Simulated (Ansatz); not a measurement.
# Phonons of MoS2 (P6_3/mmc) against volume, part 3 of 3

Wanted: Grüneisen parameters and pressure coefficients of the modes of MoS2 (P6_3/mmc).

Ansatz 0.2.0; DFT PBEsol+D3(BJ), scalar-relativistic, plane waves, PAW; PAW set soft_1.

So far, highest optical mode at the zone centre (no LO-TO term) (cm⁻¹): step 5 (modes at rest) 479.

The database entry behind the starting cell differs from later determinations by our own check (about 0.3 % long), so it need not match the best structure at ambient conditions.

**7. Modes of this member: 1.06 times the volume at rest**

The zone-centre modes follow for 1.06 times the volume at rest, with the response to a field.

input.yaml

```yaml
crystal:
  lattice:
    - [3.1352907355, 0.0, 0.0]
    - [-1.5676453678, 2.7152414252, 0.0]
    - [0.0, 0.0, 12.2051768737]
  atoms:
    - { symbol: S, position: [0.3333333333, 0.6666666667, 0.62216324] }
    - { symbol: S, position: [0.6666666667, 0.3333333333, 0.12216324] }
    - { symbol: S, position: [0.3333333333, 0.6666666667, 0.87783676] }
    - { symbol: S, position: [0.6666666667, 0.3333333333, 0.37783676] }
    - { symbol: Mo, position: [0.3333333333, 0.6666666667, 0.25] }
    - { symbol: Mo, position: [0.6666666667, 0.3333333333, 0.75] }
kpoints:
  mp_grid: { grid: [15, 15, 4] }
hamiltonian:
  xc: pbesol
  dispersion: d3bj
  pseudopotentials: { kind: paw, azcp: { folder: soft_1 }, xc_functional: pbe }
scf:
  occupations: { method: fixed }
output:
  eigenvalues: true
phonons:
  method: dfpt
  dielectric: true
  rigid_motions: translations
```

Command:

```sh
$ ansatz run input.yaml --threads 8 --pin off --max-ram 16384MiB --backend cpu --events-out ev --progress --plain --runs-dir out
```

Numbers of over 12 decimals in the logs are rounded to 6 here.

Output:

```text
[...]
Crystal: 6 atoms, lattice volume = 103.904 Å³
Basis set: ecut = 420 eV, 2009 PW (Γ), exchange–correlation on 48×48×180 points (8 copies of the dense FFT grid, shifted against one another)
Bands: 32, of which v1, the nominal top of the filled ones, is band 26 counted from 1 (25 counted from 0)
Symmetry: 24 space group operations
k-points: 248 of 900 (irreducible under 2 space group operations, time reversal used)
[...]
SCF iter   1: F=—  HF=-13344.297627 eV  |F-HF|=—  |Δ(HF+E_count)|=         —  Δρ=6.07e-2  dr2=4.84e0  ethr=3.10e-3  ⟨swp⟩=5.2  Hψ=34671  notcnv=0  defer=702
[...]
SCF iter  11: F=-13342.662708 eV  HF=-13342.662708 eV  |F-HF|=1.82e-12  |Δ(HF+E_count)|=  9.09e-12  Δρ=1.06e-7  dr2=1.53e-11  ethr=1.00e-12  ⟨swp⟩=15.7  Hψ=56002  notcnv=0
SCF 1 converged in 11 iterations: F = -13342.662708 eV  dr2 = 1.53e-11
[...]
Bands: 27, of which v1, the nominal top of the filled ones, is band 26 counted from 1 (25 counted from 0)
k-points: 144 of 1024 (irreducible under 8 space group operations)
[...]
Eigensolver: Dense (144 Hₖ)
SCF iter   1: F=—  HF=-13342.612500 eV  |F-HF|=—  |Δ(HF+E_count)|=         —  Δρ=2.02e-4  dr2=1.01e-5  ethr=1.00e-1
[...]
SCF iter   4: F=-13342.612506 eV  HF=-13342.612506 eV  |F-HF|=7.51e-10  |Δ(HF+E_count)|=   3.21e-8  Δρ=5.64e-6  dr2=2.34e-8  ethr=5.86e-10
SCF 1 converged in 4 iterations: F = -13342.612506 eV  dr2 = 2.34e-8
[...]
SCF converged after 11 iterations
Free energy (F): -13342.662708 eV
[...]
Internal energy: -13342.662708 eV  (E = F + TS)
E sigma→0 (E₀):  -13342.662708 eV
Fermi energy:    11.322833 eV
[...]
--- Band table (eV; the first three rows and the last of 248) ---
  k-point 0: bands = [... 22 lower, 9.1805, 10.0172, 10.1458, 11.3228, 13.4870, 13.4870, 13.5164, 13.5164, ... 2 higher]
  k-point 1: bands = [... 22 lower, 9.1731, 9.3754, 10.6494, 11.2541, 13.4875, 13.4875, 13.5053, 13.5053, ... 2 higher]
  k-point 2: bands = [... 22 lower, 9.1552, 9.1552, 11.0368, 11.0368, 13.4921, 13.4921, 13.4921, 13.4921, ... 2 higher]
  k-point 247: bands = [... 22 lower, 8.9495, 9.1854, 9.9528, 10.0144, 12.5286, 13.0736, 13.4147, 13.4410, ... 2 higher]
[...]
ASR residual: 7.691e-5 → 0.000e0 eV/Å²; symmetrization residual: 8.769e-6 eV/Å²
[...]
ASR residual per site (eV/Å²): 5.13e-5 5.13e-5 5.13e-5 5.13e-5 7.69e-5 7.69e-5
[...]
ε∞ (high-frequency dielectric tensor):
       15.286658     0.000000    -0.000000
        0.000000    15.286658    -0.000000
       -0.000000    -0.000000     6.976927
  ε⁰ (static dielectric tensor: ions relaxed, cell fixed):
       15.496117     0.000000    -0.000000
        0.000000    15.496117    -0.000000
       -0.000000    -0.000000     7.041032
  ε⁰ − ε∞ (ionic part):
        0.209458     0.000000     0.000000
        0.000000     0.209458    -0.000000
        0.000000    -0.000000     0.064105
[...]
Born effective charges Z* (e; rows j = field, columns β = displacement):
    site 0:
         0.56202    0.00000   -0.00000
         0.00000    0.56202    0.00000
        -0.00000    0.00000    0.37734
    site 1:
         0.56202    0.00000    0.00000
         0.00000    0.56202   -0.00000
         0.00000   -0.00000    0.37734
    site 2:
         0.56202    0.00000    0.00000
         0.00000    0.56202   -0.00000
         0.00000   -0.00000    0.37734
    site 3:
         0.56202    0.00000   -0.00000
         0.00000    0.56202    0.00000
        -0.00000    0.00000    0.37734
    site 4:
        -1.12403   -0.00000   -0.00000
        -0.00000   -1.12403    0.00000
         0.00000    0.00000   -0.75468
    site 5:
        -1.12403   -0.00000   -0.00000
        -0.00000   -1.12403    0.00000
         0.00000    0.00000   -0.75468
  Z* charge neutrality: 7.518e-3 e pre-enforcement
  solved inside a basis spanned on kpoints, on 16×16×4 k-points, its susceptibility summed on 20×20×4: ε∞ is read to err by 7.1e-2, Z* by 1.7e-2 e (field_mesh: kpoints solves on kpoints); Z* is corrected for what the basis lacks
  optical modes at Γ without the LO–TO term, one row a degenerate level:
      ω (cm⁻¹)  modes    IR ((D/Å)²/amu)
         32.79      2             0.0000
         47.86      1             0.0000
        285.29      2             0.0000
        287.65      2             0.0000
        385.22      2             0.0000
        385.55      2             3.0336
        405.58      1             0.0000
        410.02      1             0.0000
        467.91      1             0.6837
        471.38      1             0.0000
  optical modes at Γ + LO–TO along q̂ = [1.0000, 0.0000, 0.0000]:
      ω (cm⁻¹)  modes    IR ((D/Å)²/amu)
         32.79      2             0.0000
         47.86      1             0.0000
        285.29      2             0.0000
[...]
optical modes at Γ + LO–TO along q̂ = [0.0000, 1.0000, 0.0000]:
      ω (cm⁻¹)  modes    IR ((D/Å)²/amu)
[...]
467.91      1             0.6837
        471.38      1             0.0000
  optical modes at Γ + LO–TO along q̂ = [0.0000, 0.0000, 1.0000]:
      ω (cm⁻¹)  modes    IR ((D/Å)²/amu)
         32.79      2             0.0000
         47.86      1             0.0000
        285.29      2             0.0000
        287.65      2             0.0000
        385.22      2             0.0000
        385.55      2             3.0336
        405.58      1             0.0000
        410.02      1             0.0000
        470.06      1             0.6837
        471.38      1             0.0000
```

Elapsed: 1.8 min, on 8 threads of Arm Neoverse V2, shared host; peak memory 3.3 GiB; 13 min of CPU time.

Numbers from this step:

* sum-rule residual before enforcement: 7.69e-5 eV/Å²
* miss of the charge sum rule: 0.007518 e
* estimated error of the dielectric tensor: 0.07096
* estimated error of the Born charges: 0.01730 e
* highest optical mode at the zone centre (no LO-TO term): 471.4 cm⁻¹
* lowest optical zone-centre mode: 32.79 cm⁻¹
* mean high-frequency dielectric constant: 12.52
* largest Born charge (third of the trace): -1.001 e
* mean static dielectric constant: 12.68
* top of the zone-centre spectrum with the field: 471.4 cm⁻¹

Without the LO-TO term. Patterns of degenerate modes are one choice out of their space. Modes at Γ, with each element's share of the kinetic energy:

```tsv
mode	frequency (cm⁻¹)	symmetry	S %	Mo %
1	0.0	acoustic	40	60
2	0.0	acoustic	40	60
3	0.0	acoustic	40	60
4	32.8	E2g	40	60
5	32.8	E2g	40	60
6	47.9	B1g	39	61
7	285.3	E2u	100	0
8	285.3	E2u	100	0
9	287.6	E1g	100	0
10	287.6	E1g	100	0
11	385.2	E2g	60	40
12	385.2	E2g	60	40
13	385.6	E1u	60	40
14	385.6	E1u	60	40
15	405.6	B2u	100	0
16	410.0	A1g	100	0
17	467.9	A2u	60	40
18	471.4	B1g	61	39
```

Transverse modes. Infrared lines, with heights relative to the strongest:

```tsv
position (cm⁻¹)	relative intensity
33	0.0
48	0.0
285	0.0
288	0.0
385	0.0
386	100
406	0.0
410	0.0
468	23
471	0.0
```

Without the LO-TO term the lowest optical mode is real, 32.8 cm⁻¹, and the highest lies at 471.4 cm⁻¹.

**8. A member of the series: 0.9 times the volume at rest**

The cell is set to 0.9 times the volume at rest, and shape and atoms relax at that volume.

input.yaml

```yaml
crystal:
  lattice:
    - [3.0280219373, 0.0, 0.0]
    - [-1.5140109686, 2.6223439209, 0.0]
    - [0.0, 0.0, 11.110109148]
  atoms:
    - { symbol: S, position: [0.3333333333, 0.6666666667, 0.6097634586] }
    - { symbol: S, position: [0.6666666667, 0.3333333333, 0.1097634586] }
    - { symbol: S, position: [0.3333333333, 0.6666666667, 0.8902365414] }
    - { symbol: S, position: [0.6666666667, 0.3333333333, 0.3902365414] }
    - { symbol: Mo, position: [0.3333333333, 0.6666666667, 0.25] }
    - { symbol: Mo, position: [0.6666666667, 0.3333333333, 0.75] }
kpoints:
  mp_grid: { grid: [15, 15, 4] }
hamiltonian:
  xc: pbesol
  dispersion: d3bj
  pseudopotentials: { kind: paw, azcp: { folder: soft_1 }, xc_functional: pbe }
scf:
  occupations: { method: gaussian, width: 0.02 }
output:
  forces: true
  stress: true
  eigenvalues: true
relax:
  adjacent_minimum: "off"
  f_tol: 0.001
  max_steps: 60
  cell: { stress_tol: 0.01, fix: [volume] }
```

Output:

```text
[...]
Crystal: 6 atoms, lattice volume = 88.220 Å³
Basis set: ecut = 420 eV, 1693 PW (Γ), exchange–correlation on 48×48×150 points (8 copies of the dense FFT grid, shifted against one another)
Bands: 32, of which v1, the nominal top of the filled ones, is band 26 counted from 1 (25 counted from 0)
Symmetry: 24 space group operations
[...]
k-points: 81 of 900
[...]
cell:  # Å, volume = 88.2200 Å³
    - [3.031835, -2.89039570208852e-11, 0]
    - [-1.515918, 2.625646, 0]
    - [0, 0, 11.082178]
  atoms:
    - { symbol: S, position: [0.333333, 0.666667, 0.608203] }
    - { symbol: S, position: [0.666667, 0.333333, 0.108203] }
    - { symbol: S, position: [0.333333, 0.666667, 0.891797] }
    - { symbol: S, position: [0.666667, 0.333333, 0.391797] }
    - { symbol: Mo, position: [0.333333, 0.666667, 0.25] }
    - { symbol: Mo, position: [0.666667, 0.333333, 0.75] }
[key lines of the parts left out:]
SCF converged after 9 iterations
Free energy (F): -13342.430798 eV
Fermi energy:    14.771112 eV
P = ⅓ Tr σ = 11.0434 GPa (110.434 kbar)
```

Wall time 9.2 s (8 threads); peak memory 0.59 GiB.

Step by step:

```tsv
step	energy less that of the first step (eV)	largest force component (eV/Å)	pressure (GPa)	volume (Å³)
1	0.0000	0.3814	13.12	88.22
2	-0.0107	0.1031	10.42	88.22
3	-0.0123	0.0206	10.99	88.22
4	-0.0125	0.0042	11.06	88.22
5	-0.0125	0.0000	11.04	88.22
6*	-0.0125	0.0000	11.04	88.22
```

Relaxation steps marked * repeat the geometry before them on a plane-wave basis chosen anew for their cell, so energy and pressure can jump there.

The run keeps the 24 symmetry operations that it works with, so distortions that break them were not tested.

```tsv
conventional cell, symmetrised	before	after	change
a (Å)	3.028	3.032	+0.1 %
b (Å)	3.028	3.032	+0.1 %
c (Å)	11.110	11.082	-0.3 %
volume (Å³/atom)	14.70	14.70	+0.0 %
```

The atoms that moved most (Å, as changes of fractional coordinates times the final cell):

```tsv
atom	dx	dy	dz	length
S4	0.000	0.000	0.017	0.017
S2	0.000	0.000	-0.017	0.017
S1	0.000	0.000	-0.017	0.017
S3	0.000	0.000	0.017	0.017
```

Final coordinates:

```cif
data_structure
_symmetry_space_group_name_H-M 'P 1'
_symmetry_Int_Tables_number 1
_cell_length_a 3.0318
_cell_length_b 3.0318
_cell_length_c 11.0822
_cell_angle_alpha 90.000
_cell_angle_beta 90.000
_cell_angle_gamma 120.000
_cell_volume 88.22
loop_
_atom_site_label
_atom_site_type_symbol
_atom_site_fract_x
_atom_site_fract_y
_atom_site_fract_z
_atom_site_occupancy
S1 S 0.33333 0.66667 0.60820 1
S2 S 0.66667 0.33333 0.10820 1
S3 S 0.33333 0.66667 0.89180 1
S4 S 0.66667 0.33333 0.39180 1
Mo5 Mo 0.33333 0.66667 0.25000 1
Mo6 Mo 0.66667 0.33333 0.75000 1
```

This step gave:

```
pressure          : 11.04 GPa
volume per atom   : 14.70 Å³
gap on the k-mesh : 0.09379 eV
```

The largest force component left is 0.015 meV/Å, at a pressure of 11.04 GPa.

**9. Zone-centre modes of the member: 0.9 times the volume at rest**

The zone-centre modes follow for 0.9 times the volume at rest.

input.yaml, the sections that differ from step 8:

```yaml
crystal:
  lattice:
    - [3.0318354109, 0.0, 0.0]
    - [-1.5159177054, 2.625646486, 0.0]
    - [0.0, 0.0, 11.0821779069]
  atoms:
    - { symbol: S, position: [0.3333333333, 0.6666666667, 0.6082034949] }
    - { symbol: S, position: [0.6666666667, 0.3333333333, 0.1082034949] }
    - { symbol: S, position: [0.3333333333, 0.6666666667, 0.8917965051] }
    - { symbol: S, position: [0.6666666667, 0.3333333333, 0.3917965051] }
    - { symbol: Mo, position: [0.3333333333, 0.6666666667, 0.25] }
    - { symbol: Mo, position: [0.6666666667, 0.3333333333, 0.75] }
output:
  eigenvalues: true
phonons:
  method: dfpt
# kpoints, hamiltonian, scf: as in step 8
# relax: removed
```

Output:

```text
[...]
Crystal: 6 atoms, lattice volume = 88.220 Å³
Basis set: ecut = 420 eV, 1717 PW (Γ), exchange–correlation on 48×48×160 points (8 copies of the dense FFT grid, shifted against one another)
Bands: 32, of which v1, the nominal top of the filled ones, is band 26 counted from 1 (25 counted from 0)
Symmetry: 24 space group operations
k-points: 248 of 900 (irreducible under 2 space group operations, time reversal used)
[...]
k-point 247: bands = [... 22 lower, 11.5464, 12.2652, 12.7951, 13.0306, 15.3328, 15.8748, 16.6994, 16.8423, ... 2 higher]
[...]
ASR residual: 4.474e-5 → 0.000e0 eV/Å²; symmetrization residual: 8.639e-6 eV/Å²
[...]
ASR residual per site (eV/Å²): 2.75e-5 2.75e-5 2.75e-5 2.75e-5 4.47e-5 4.47e-5
[...]
non-analytic LO–TO correction: not included (Born effective charges unavailable; polar crystals: no LO–TO splitting at Γ)
[key lines of the parts left out:]
SCF converged after 10 iterations
Free energy (F): -13342.430798 eV
Fermi energy:    14.771111 eV
```

Run time: 38 s. Hardware: 8 threads; peak memory 2.2 GiB.

This step gave:

```
sum-rule residual before enforcement                    : 4.47e-5 eV/Å²
highest optical mode at the zone centre (no LO-TO term) : 502.1 cm⁻¹
lowest optical zone-centre mode                         : 70.8 cm⁻¹
```

Without the LO-TO term. Patterns of degenerate modes are one choice out of their space. Modes at Γ, with each element's share of the kinetic energy:

```tsv
mode	frequency (cm⁻¹)	symmetry	S %	Mo %
1	0.0	acoustic	40	60
2	0.0	acoustic	40	60
3	0.0	acoustic	40	60
4	70.8	E2g	39	61
5	70.8	E2g	39	61
6	129.1	B1g	36	64
7	298.9	E2u	100	0
8	298.9	E2u	100	0
9	310.8	E1g	100	0
10	310.8	E1g	100	0
11	402.7	E2g	61	39
12	402.7	E2g	61	39
13	405.4	E1u	60	40
14	405.4	E1u	60	40
15	424.7	B2u	100	0
16	450.6	A1g	100	0
17	489.0	A2u	60	40
18	502.1	B1g	64	36
```

Without the LO-TO term the lowest optical mode is real, 70.8 cm⁻¹, and the highest lies at 502.1 cm⁻¹.

**10. All members side by side**

The members are set side by side, also those not shown above.

Each row is one cell with its response, relaxed at fixed volume as far as symmetry leaves anything free; energies are extrapolated to zero smearing, and E0 is that at rest; the axis is the Cartesian z axis of the cell; shape and atoms are relaxed in each cell where symmetry leaves them free. State of the crystal along the series:

```tsv
volume ratio	V (Å³/atom)	pressure (GPa)	E - E0 (meV/atom)	first cell vector (Å)	third cell vector (Å)	gap on mesh (eV)	ε∞ along the axis	ε∞ across the axis, mean	ε0 along the axis	ε0 across the axis, mean	largest Born charge in size, a third of the trace (e)	top mode with the field, highest of q along x, y and z (cm⁻¹)
0.9	14.7	11.04	48.61	3.032	11.08	0.09379	-	-	-	-	-	-
0.92	15.03	8.084	29.18	3.05	11.19	0.1962	11.77	16.98	11.96	17.26	1.258	496.5
0.94	15.36	5.529	15.36	3.067	11.31	0.2941	10.91	16.72	11.09	16.98	1.218	491.4
0.96	15.68	3.346	6.373	3.083	11.43	0.3887	10.14	16.47	10.29	16.72	1.179	486.8
0.98	16.01	1.514	1.48	3.097	11.57	0.4811	9.418	16.23	9.553	16.47	1.139	482.7
0.99	16.17	0.7104	0.356	3.103	11.64	0.5264	9.079	16.11	9.204	16.35	1.12	480.8
1	16.34	-0.003547	0	3.109	11.71	0.5722	8.745	16	8.861	16.23	1.101	479
1.02	16.66	-1.224	1.3	3.12	11.86	0.6625	8.12	15.77	8.216	15.99	1.065	475.9
1.04	16.99	-2.165	4.799	3.128	12.03	0.7534	7.53	15.53	7.609	15.74	1.032	473.4
1.06	17.32	-2.857	9.959	3.135	12.21	0.8404	6.977	15.29	7.041	15.5	1.001	471.4
```

Without the LO-TO term; each mode is tracked from rest by its pattern, and modes that stay within 0.3 cm⁻¹ of each other stand once; shape and atoms are relaxed in each cell where symmetry leaves them free. Optical modes along the series:

```tsv
V (Å³/atom)	mode 4 E2g (cm⁻¹)	mode 6 B1g (cm⁻¹)	mode 7 E2u (cm⁻¹)	mode 9 E1g (cm⁻¹)	mode 11 to E2g (cm⁻¹)	mode 13 to E1u (cm⁻¹)	mode 15 B2u (cm⁻¹)	mode 16 A1g (cm⁻¹)	mode 17 A2u (cm⁻¹)	mode 18 B1g (cm⁻¹)
14.7	70.8	129.1	298.9	310.8	402.7	405.4	424.7	450.6	489	502.1
15.03	65.72	119.1	296.6	306.8	399.7	402	420.9	443.6	484.9	496.5
15.36	60.71	109	294.4	303	396.9	398.8	417.6	437	481.1	491.4
15.68	55.79	98.82	292.3	299.6	394.3	395.8	414.6	431	477.8	486.8
16.01	50.96	88.6	290.5	296.5	391.9	393.1	412.1	425.6	474.9	482.7
16.17	48.59	83.54	289.6	295	390.8	391.8	410.9	423	473.6	480.8
16.34	46.23	78.39	288.8	293.7	389.7	390.6	409.9	420.7	472.5	479
16.66	41.62	68.21	287.4	291.3	387.9	388.6	408.1	416.5	470.5	475.9
16.99	37.13	58.03	286.2	289.3	386.4	386.9	406.6	412.9	469	473.4
17.32	32.79	47.86	285.3	287.6	385.2	385.6	405.6	410	467.9	471.4
```

From cubic fits (parabolas where under five rows exist) of ln ω and P against ln V through the rows within about 4 % of rest: γ = −d ln ω / d ln V and dω/dP = γ ω / B. Slopes at rest:

```tsv
mode	fitted frequency at rest (cm⁻¹)	Grüneisen parameter γ	dω/dP (cm⁻¹/GPa)
mode 4 E2g	46.2	5.05	3.43
mode 6 B1g	78.4	6.5	7.48
mode 7 E2u	288.8	0.27	1.14
mode 9 E1g	293.7	0.44	1.9
mode 11 to E2g	389.7	0.26	1.47
mode 13 to E1u	390.6	0.29	1.66
mode 15 B2u	409.9	0.24	1.47
mode 16 A1g	420.7	0.54	3.33
mode 17 A2u	472.5	0.24	1.63
mode 18 B1g	479	0.35	2.48
```

**11. What came out**

```
members                                                          : 10
highest optical mode at the zone centre (no LO-TO term), at rest : 479 cm⁻¹
bulk modulus at rest                                             : 68.2 GPa
mode 15 B2u, γ                                                   : 0.24
mode 16 A1g, γ                                                   : 0.54
mode 17 A2u, γ                                                   : 0.24
mode 18 B1g, γ                                                   : 0.35
```

The series spans -2.9 to 11.0 GPa, and the slope at rest gives a bulk modulus of 68 GPa. Among the modes in the table of slopes γ runs from 0.24 (mode 15 B2u) to 6.50 (mode 6 B1g). ε∞ along z is 8.75 at rest, with d ln ε∞ / d ln V = -3.70. The gap on the mesh falls to 0.09 eV within the series; members under 0.15 eV ran without the field response. One k mesh and one cutoff serve the ground states and modes of all volumes; the field response picks its own mesh. These are harmonic frequencies at zero temperature: anharmonic shifts, linewidths and thermal expansion are left out. In the phonons the program holds the C6 weights of the dispersion term fixed, leaving out their change with coordination. The PAW files were made for PBE; the program adapts parts of them to the functional of the run, but their partial waves stay those of PBE, an approximation that was not tested in this session. Only the zone centre was solved, so an instability at another wavevector cannot show here.

[Logs are printed without paths, hosts, clocks, repeated set-up lines and the standing remarks that a program may print on its own settings, such as how far it seeks lower states.]

[Hosts, paths, dates, database ids (printed as entryN), source tags and the programs' standing remarks are cut or masked in the printed files.]
